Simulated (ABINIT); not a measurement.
# Completion of the band sum in GW: MoS2 (P6_3/mmc), part 2 of 2

Wanted: gap and time of MoS2 (P6_3/mmc) with truncated and completed band sums.

ABINIT 10.8.3; PBE and many-body steps on it, plane waves. Known limits of the many-body steps: short of the basis limit; no spin-orbit coupling; coarse k mesh.

So far. Step 3 (46 bands): The gap on the mesh goes from 0.89 eV to 1.25 eV, a correction of +0.36 eV. Step 5 (46 bands, completed): Against G0W0 in ABINIT (6×6×1 mesh, 46 bands, screening to 152.4 eV, Godby-Needs plasmon pole), the gap moves by +0.026 eV.

The database entry behind the starting cell differs from other determinations of this structure, so it need not match the best structure at room temperature.

### 6. Screening, 6×6×1 mesh, 106 bands, screening to 152.4 eV

This step: RPA screening on PBE, plane waves, norm-conserving pseudopotentials.

run.abi

```
acell 3*1.0 Angstrom
rprim 
  3.169000000004 -0.000000000001 0.000000000000
  -1.584500000001 2.744434504597 0.000000000000
  0.000000000000 0.000000000000 12.324000000000
ntypat 2
znucl 42 16
natom 6
typat 1 1 2 2 2 2
xred 
  0.333333333333 0.666666666667 0.250000000000
  0.666666666667 0.333333333333 0.750000000000
  0.333333333333 0.666666666667 0.623000000000
  0.666666666667 0.333333333333 0.123000000000
  0.333333333333 0.666666666667 0.877000000000
  0.666666666667 0.333333333333 0.377000000000
pp_dirpath "pseudos"
pseudos "Mo.upf, S.upf"
ecut 36
ngkpt 6 6 1
nshiftk 1
shiftk 0 0 0
kptopt 1
chksymbreak 0
istwfk *1
occopt 1
irdwfk 1
optdriver 3
nband 106
ecuteps 5.6
inclvkb 2
awtr 1
symchi 1
indata_prefix "in"
outdata_prefix "out"
tmpdata_prefix "tmp"
```

Started as:

```sh
> OMP_NUM_THREADS=1 mpirun -n 8 abinit run.abi > log
```

What it wrote:

```text
.Version 10.8.3 of ABINIT. v10.8.2 released Aug 2026.

 Symmetries : space group P6_3/m m c (#194); Bravais hP (primitive hexag.)
[... echo of the input left out ...]
== DATASET  1 ==================================================================
-   mpi_nproc: 8, omp_nthreads: 1 (-1 if OMP is not activated)

--- !DatasetInfo
iteration_state: {dtset: 1, }
dimensions: {natom: 6, nkpt: 7, mband: 106, nsppol: 1, nspinor: 1, nspden: 1, mpw: 7481, }
cutoff_energies: {ecut:  36.0, pawecutdg:  -1.0, }
[...]
--------------------------------------------------------------------------------
[... chi0 elements left out ...]
 For q-point:  0.000010 0.000020 0.000030
  dielectric constant =  14.4049
  dielectric constant without local fields =  16.2843

  Average fulfillment of the sum rule on Im[epsilon] for q-point    1 :     69.27  [%]
[... wings left out ...]
  q-point number  2        q = ( 0.166667, 0.000000, 0.000000) [r.l.u.]
--------------------------------------------------------------------------------
[... chi0 elements left out ...]
  Average fulfillment of the sum rule on Im[epsilon] for q-point    2 :     72.93  [%]

 [... 5 further q-points ...]
```

Run time: 42 s. Hardware: 8 MPI ranks of Arm Neoverse V2, shared host; peak memory 2.4 GiB; 5.6 min of CPU time.

Numbers from this step:

| Property | Result |
| --- | --- |
| ε∞ with local fields, on this mesh | 14.40 |
| ε∞ without local fields, on this mesh | 16.28 |
| plasma frequency | 25.86 eV |
| plane waves in the screening matrix | 463 |

### 7. 106 bands

This step: G0W0 on PBE, plane waves, norm-conserving pseudopotentials.

run.abi, as its differences from that of step 6:

```diff
@@ -27,8 +27,19 @@
 irdwfk 1
-optdriver 3
+optdriver 4
 nband 106
+gwcalctyp 0
+ecutsigx 36
+symsigma 1
+nkptgw 3
+kptgw 
+  0.0000000000 0.0000000000 0.0000000000
+  0.1666666667 0.1666666667 0.0000000000
+  0.3333333333 0.3333333333 0.0000000000
+bdgw 
+  25 28
+  25 28
+  25 28
 ecuteps 5.6
-inclvkb 2
-awtr 1
-symchi 1
+irdscr 1
+ppmodel 1
 indata_prefix "in"
```

What it wrote:

```text
.Version 10.8.3 of ABINIT. v10.8.2 released Aug 2026.

 Symmetries : space group P6_3/m m c (#194); Bravais hP (primitive hexag.)
[... echo of the input left out ...]
== DATASET  1 ==================================================================
-   mpi_nproc: 8, omp_nthreads: 1 (-1 if OMP is not activated)

--- !DatasetInfo
iteration_state: {dtset: 1, }
dimensions: {natom: 6, nkpt: 7, mband: 106, nsppol: 1, nspinor: 1, nspden: 1, mpw: 7481, }
cutoff_energies: {ecut:  36.0, pawecutdg:  -1.0, }
[...]
Band     E0 <VxcDFT>   SigX SigC(E0)      Z dSigC/dE  Sig(E)    E-E0       E
[...]
27   9.486 -17.609 -13.378  -2.847   0.775  -0.290 -16.536   1.073  10.559
       28   9.486 -17.609 -13.378  -2.847   0.775  -0.290 -16.536   1.073  10.559

== END DATASET(S) ==============================================================
================================================================================

 -outvars: echo values of variables after computation  --------
           etotal      0.0000000000E+00
            nband         106
             nkpt           7
          spgroup         194
 [... the other variables as echoed above ...]

 Calculation completed.
```

Run time: 22 s. Hardware: 8 MPI ranks; peak memory 2.1 GiB.

Numbers from this step:

* G0W0 gap on the mesh: 1.206 eV
* starting gap on the mesh: 0.8887 eV
* k of the valence top: 0, 0, 0
* k of the conduction bottom: 0.1667, 0.1667, 0
* least direct G0W0 gap on the computed points: 2.183 eV

Against G0W0 in ABINIT (6×6×1 mesh, 46 bands, screening to 152.4 eV, Godby-Needs plasmon pole), the gap moves by −0.047 eV.

### 8. Screening, 6×6×1 mesh, 106 bands, screening to 152.4 eV

This step: RPA screening on PBE, plane waves, norm-conserving pseudopotentials.

run.abi, as its differences from that of step 7:

```diff
@@ -27,19 +27,10 @@
 irdwfk 1
-optdriver 4
+optdriver 3
 nband 106
-gwcalctyp 0
-ecutsigx 36
-symsigma 1
-nkptgw 3
-kptgw 
-  0.0000000000 0.0000000000 0.0000000000
-  0.1666666667 0.1666666667 0.0000000000
-  0.3333333333 0.3333333333 0.0000000000
-bdgw 
-  25 28
-  25 28
-  25 28
 ecuteps 5.6
-irdscr 1
-ppmodel 1
+inclvkb 2
+awtr 1
+symchi 1
+gwcomp 1
+gwencomp 1.5
 indata_prefix "in"
```

What it wrote:

```text
.Version 10.8.3 of ABINIT. v10.8.2 released Aug 2026.

 Symmetries : space group P6_3/m m c (#194); Bravais hP (primitive hexag.)
[... echo of the input left out ...]
== DATASET  1 ==================================================================
-   mpi_nproc: 8, omp_nthreads: 1 (-1 if OMP is not activated)

--- !DatasetInfo
iteration_state: {dtset: 1, }
dimensions: {natom: 6, nkpt: 7, mband: 106, nsppol: 1, nspinor: 1, nspden: 1, mpw: 7481, }
cutoff_energies: {ecut:  36.0, pawecutdg:  -1.0, }
[...]
--------------------------------------------------------------------------------
[... chi0 elements left out ...]
 For q-point:  0.000010 0.000020 0.000030
  dielectric constant =  14.3699
  dielectric constant without local fields =  16.2843

  Average fulfillment of the sum rule on Im[epsilon] for q-point    1 :     97.80  [%]
[... wings left out ...]
  q-point number  2        q = ( 0.166667, 0.000000, 0.000000) [r.l.u.]
--------------------------------------------------------------------------------
[... chi0 elements left out ...]
  Average fulfillment of the sum rule on Im[epsilon] for q-point    2 :     97.60  [%]

 [... 5 further q-points ...]
```

Elapsed: 61 s, on 8 MPI ranks; peak memory 2.4 GiB; 8.1 min of CPU time.

Read from the output:

```
ε∞ with local fields, on this mesh    : 14.37
ε∞ without local fields, on this mesh : 16.28
plasma frequency                      : 25.86 eV
plane waves in the screening matrix   : 463
```

### 9. 106 bands, completed

This step: G0W0 on PBE, plane waves, norm-conserving pseudopotentials.

run.abi, as its differences from that of step 8:

```diff
@@ -27,8 +27,19 @@
 irdwfk 1
-optdriver 3
+optdriver 4
 nband 106
+gwcalctyp 0
+ecutsigx 36
+symsigma 1
+nkptgw 3
+kptgw 
+  0.0000000000 0.0000000000 0.0000000000
+  0.1666666667 0.1666666667 0.0000000000
+  0.3333333333 0.3333333333 0.0000000000
+bdgw 
+  25 28
+  25 28
+  25 28
 ecuteps 5.6
-inclvkb 2
-awtr 1
-symchi 1
+irdscr 1
+ppmodel 1
 gwcomp 1
```

What it wrote:

```text
.Version 10.8.3 of ABINIT. v10.8.2 released Aug 2026.

 Symmetries : space group P6_3/m m c (#194); Bravais hP (primitive hexag.)
[... echo of the input left out ...]
== DATASET  1 ==================================================================
-   mpi_nproc: 8, omp_nthreads: 1 (-1 if OMP is not activated)

--- !DatasetInfo
iteration_state: {dtset: 1, }
dimensions: {natom: 6, nkpt: 7, mband: 106, nsppol: 1, nspinor: 1, nspden: 1, mpw: 7481, }
cutoff_energies: {ecut:  36.0, pawecutdg:  -1.0, }
[...]
Band     E0 <VxcDFT>   SigX SigC(E0)      Z dSigC/dE  Sig(E)    E-E0       E
[...]
27   9.486 -17.609 -13.378  -3.704   0.779  -0.284 -17.199   0.410   9.897
       28   9.486 -17.609 -13.378  -3.704   0.779  -0.284 -17.199   0.410   9.897

== END DATASET(S) ==============================================================
================================================================================

 -outvars: echo values of variables after computation  --------
           etotal      0.0000000000E+00
            nband         106
             nkpt           7
          spgroup         194
 [... the other variables as echoed above ...]

 Calculation completed.
```

The job ended after 23 s (8 MPI ranks; peak memory 2.1 GiB; 3.1 min of CPU time).

Numbers from this step:

```
G0W0 gap on the mesh                         : 1.256 eV
starting gap on the mesh                     : 0.8887 eV
k of the valence top                         : 0, 0, 0
k of the conduction bottom                   : 0.1667, 0.1667, 0
least direct G0W0 gap on the computed points : 2.16 eV
```

Against G0W0 in ABINIT (6×6×1 mesh, 46 bands, screening to 152.4 eV, Godby-Needs plasmon pole), the gap moves by +0.003 eV.

### 10. Side by side

Times are wall times on 8 MPI ranks of Arm Neoverse V2, shared host, good to a factor of about two. A run's time includes the screening step that it read.

| run | mesh | bands | screening cutoff (eV) | DFT gap (eV) | gap on the mesh (eV) | direct (eV) | ε∞ used | time |
| --- | --- | --- | --- | --- | --- | --- | --- | --- |
| 46 bands | 6×6×1 | 46 | 152.4 | 0.889 | 1.253 | 2.216 | 14.14 | 28 s |
| 46 bands, completed | 6×6×1 | 46 | 152.4 | 0.889 | 1.279 | 2.194 | 14.16 | 44 s |
| 106 bands | 6×6×1 | 106 | 152.4 | 0.889 | 1.206 | 2.183 | 14.40 | 64 s |
| 106 bands, completed | 6×6×1 | 106 | 152.4 | 0.889 | 1.256 | 2.160 | 14.37 | 85 s |

### 11. What came out

```yaml
46_bands: 1.253 eV
46_bands_completed: 1.279 eV
106_bands: 1.206 eV
106_bands_completed: 1.256 eV
```

46 bands, completed: +0.026 eV against 46 bands. 106 bands: −0.047 eV against 46 bands. 106 bands, completed: +0.003 eV against 46 bands. The row with most bands is itself short of the limit, so it is no exact reference, and agreement of a truncated run with it can be a cancellation between the edges. The 6×6×1 mesh is coarse for this cell, which bears on the long-range parts of exchange and screening. The many-body steps are scalar-relativistic: spin-orbit coupling is not in them.

[Long decimals in the printed logs are rounded to 6 places.]

[Logs are printed without paths, hosts, clocks, repeated set-up lines and the standing remarks that a program may print on its own settings, such as how far it seeks lower states.]

[Paths, hosts, dates, memory and timing lines, banners, echoed tables and standing remarks are left out of the program output; an Ansatz launch command may be rebuilt from the run's recorded settings. Measured values are a selection of at most five: reports struck by readers or far from the other reports are left out. None is set beside runs whose start may be inverted or whose files or cutoffs have a known fault.]

[Runs of the session that timed out or met a known fault of the program may be left out.]

[Hosts, paths, dates, database ids (printed as entryN), source tags and the programs' standing remarks are cut or masked in the printed files.]

[G0W0 gaps are taken among the corrected bands and points alone; a level outside them can change the order at an edge.]

[Where Ansatz stands beside ABINIT at settings called matched, ABINIT's density can come from a denser mesh and the files from another edition; pairs whose starting gaps differed by over 0.03 eV were left out, so agreement reads better than it is.]
